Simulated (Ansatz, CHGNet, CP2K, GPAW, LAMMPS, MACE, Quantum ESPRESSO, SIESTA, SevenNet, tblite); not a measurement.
**Glassy 69SiO2-19Al2O3-6SrO-6Li2O (mol %) (106 atoms), the geometry as built**

106 atoms (22 Si, 12 Al, 2 Sr, 4 Li, 66 O) placed at random at 3.07 g/cm³, melted at 4000 K for 10 ps at fixed volume with the Morse and Coulomb pair potential with partial charges (Pedone, Malavasi, Menziani, Cormack and Segre, J. Phys. Chem. B 110, 11780 (2006)). Quenched from 4000 K to 300 K at 50 K/ps and fixed volume, held 5 ps.

This is the geometry as built. Method: Kohn-Sham DFT, PBE, SSSP efficiency 1.3.0 pseudopotentials, plane waves; sssp-1.3.0-efficiency; 60/480 Ry; levels smeared at 580 K (Quantum ESPRESSO 7.5); Γ point; density 3.07 g/cm³.

Extended XYZ; positions in Å, forces in eV/Å:

```xyz
106
Lattice="10.593 0.000 0.000 0.000 10.593 0.000 0.000 0.000 10.593" Properties=species:S:1:pos:R:3:forces:R:3 pbc="T T T"
Si 7.916 7.222 1.706 0.454 1.179 -0.786
Si 1.411 4.029 4.511 2.705 1.120 0.336
Si 3.834 9.720 7.611 0.654 0.908 1.183
Si 7.972 10.370 5.600 2.429 1.010 -2.114
Si 5.662 6.018 6.555 1.126 0.955 1.329
Si 6.573 1.797 2.692 1.357 2.628 0.629
Si 2.887 4.864 9.070 -0.397 4.498 3.674
Si 8.952 5.038 10.577 -1.268 2.770 3.315
Si 4.640 7.535 9.877 1.466 0.017 -1.062
Si 9.233 3.260 2.450 -4.483 0.913 0.740
Si 5.000 9.800 4.807 1.100 2.668 0.287
Si 9.476 4.836 5.949 -0.035 0.551 0.876
Si 7.134 5.335 3.747 -0.215 -3.317 -3.744
Si 1.480 1.020 7.260 1.620 2.436 1.041
Si 7.315 8.055 8.220 -3.889 1.278 0.294
Si 3.890 2.099 5.276 -4.719 1.342 1.847
Si 9.530 0.570 10.214 -1.523 -2.028 -0.918
Si 5.144 3.997 1.454 0.504 2.262 0.816
Si 7.030 10.110 0.953 1.047 -0.550 0.129
Si 3.503 0.890 0.524 -2.165 -1.659 1.476
Si 1.137 9.133 2.956 -1.648 1.897 -1.746
Si 4.071 9.006 2.155 -1.240 -0.929 -1.701
Al 6.830 2.585 5.936 0.751 0.631 -1.198
Al 4.464 2.245 8.355 -0.122 -1.237 0.247
Al 2.361 6.454 6.571 -1.863 -1.035 0.763
Al 1.945 4.913 1.402 1.307 0.929 0.605
Al 0.149 6.598 8.501 -0.718 -0.347 -1.778
Al 6.807 0.745 8.629 -0.022 -2.567 1.645
Al 6.587 4.052 9.126 -1.673 0.822 -0.657
Al 0.371 7.529 0.527 -1.672 0.998 1.842
Al 10.253 7.820 5.448 -1.403 0.198 0.918
Al 10.346 1.043 4.433 1.257 -1.223 0.808
Al 1.353 2.404 10.335 2.236 -0.287 -0.159
Al 1.483 9.518 9.462 0.656 1.539 0.235
Sr 9.632 2.868 7.884 -0.299 -1.014 0.644
Sr 3.793 6.411 3.717 -0.080 -1.190 -0.643
Li 9.894 9.267 7.772 -0.998 -0.103 0.101
Li 10.549 6.215 2.849 0.052 0.442 -0.045
Li 0.660 1.267 2.018 0.651 -0.562 -0.070
Li 7.406 7.749 4.927 0.104 0.285 0.563
O 3.945 8.531 8.751 -0.999 1.498 -1.585
O 10.229 2.359 3.267 1.743 -0.095 0.065
O 3.982 10.487 1.754 0.678 2.883 -0.383
O 0.949 0.024 3.616 0.420 0.919 -0.288
O 8.444 1.166 9.205 0.171 1.313 -1.377
O 5.083 2.784 6.045 -0.194 1.226 1.706
O 10.490 10.173 9.293 -0.811 0.700 -0.199
O 6.585 9.734 5.161 -1.729 -1.215 -0.994
O 4.085 1.784 10.022 1.668 2.087 -1.828
O 6.212 7.479 9.372 -0.512 -0.156 0.892
O 5.666 4.105 10.568 0.172 0.489 -0.740
O 7.781 5.976 0.754 -0.414 -2.632 -2.455
O 4.393 0.760 4.674 0.952 -3.338 -2.266
O 3.714 4.734 1.690 -0.801 0.363 0.712
O 1.056 7.897 9.513 -0.866 -2.009 -0.896
O 7.571 1.077 6.463 0.190 0.774 2.172
O 0.904 7.544 6.661 0.276 0.301 1.070
O 2.174 10.228 7.730 0.312 -3.487 0.777
O 7.061 8.514 1.314 -0.834 0.128 0.307
O 8.958 9.118 5.936 1.188 -1.919 0.911
O 1.884 5.693 8.141 -1.185 0.677 -0.950
O 4.940 8.802 3.532 0.816 -0.932 -0.128
O 0.715 9.193 1.378 -0.129 -0.390 -0.225
O 8.246 4.184 9.501 0.301 -1.335 -1.724
O 1.976 4.198 10.349 -1.262 -0.639 -0.424
O 4.393 8.031 0.843 -0.202 -0.065 1.111
O 6.308 5.549 5.075 -1.608 0.359 1.442
O 6.105 4.840 2.559 -1.367 0.001 0.534
O 8.584 10.382 0.657 1.991 -0.105 0.767
O 7.059 9.669 8.131 0.578 -1.195 -1.135
O 1.213 4.498 2.991 -0.820 0.345 -1.182
O 3.572 3.720 8.426 2.317 -3.044 -2.963
O 0.115 3.782 5.453 -0.831 -0.746 -0.238
O 6.686 2.276 4.215 -0.134 -0.103 -0.133
O 2.673 8.635 2.945 1.430 -1.271 0.389
O 6.069 5.030 7.702 0.042 -1.345 1.072
O 10.163 5.943 10.072 1.259 0.778 -0.521
O 8.443 4.433 3.443 1.901 -0.286 0.891
O 9.630 4.176 1.192 1.786 -0.220 -0.223
O 9.321 6.287 5.310 -0.447 1.349 -1.941
O 4.194 9.295 6.071 -1.676 -1.840 1.335
O 9.476 7.385 1.654 2.439 0.484 0.353
O 6.300 2.439 8.432 -0.767 0.415 -0.791
O 10.428 1.730 0.217 0.308 1.230 1.474
O 2.319 1.870 1.160 -0.920 0.627 0.412
O 4.652 0.490 7.853 1.060 0.319 0.110
O 2.774 3.063 4.455 0.469 -0.713 0.074
O 0.282 0.946 6.260 -2.263 0.166 -1.297
O 8.826 0.361 4.287 -1.944 -0.495 1.142
O 8.794 7.692 8.450 3.657 -0.958 0.053
O 2.587 10.418 10.308 0.334 -0.427 -0.090
O 1.525 6.624 1.365 0.975 -2.512 1.206
O 2.726 1.683 6.527 2.501 1.312 -1.406
O 6.131 0.008 10.381 -0.909 0.975 -2.295
O 7.943 2.391 1.993 0.307 -0.007 -0.890
O 0.345 8.195 3.965 -0.059 -1.663 -0.314
O 1.990 5.409 5.216 0.426 0.717 -0.492
O 6.541 7.384 6.862 0.406 0.253 -1.166
O 1.239 1.971 8.619 -0.252 -0.213 -1.250
O 10.027 5.265 7.416 0.045 -0.459 1.080
O 8.170 3.856 6.154 -0.090 -0.592 0.032
O 6.576 0.285 2.303 -0.349 -1.997 1.092
O 5.281 2.511 1.974 -0.632 -2.150 0.652
O 7.402 6.789 3.189 0.373 3.011 1.267
O 4.080 6.407 6.354 1.046 0.154 -0.675
O 3.872 6.156 9.558 -0.575 -1.528 0.645
```

The quench rate of 50 K/ps is many orders above laboratory rates, so the cell is likely richer in defects and strain than a real sample. The network of bonds at the start is that of the classical potential that made the cell, and needn't be the one that DFT or experiment would give. Only the Γ point is sampled, in a cell whose shortest periodic width is 11 Å.

The r.m.s. force component is 1.37 eV/Å; the longest force, 5.82 eV/Å, acts on Si7.

[Long decimals in the printed logs are rounded to 6 places.]

[Logs are printed without paths, hosts, clocks, repeated set-up lines and the standing remarks that a program may print on its own settings, such as how far it seeks lower states.]

[Hosts, paths, dates, database ids (printed as entryN), source tags and the programs' standing remarks are cut or masked in the printed files.]
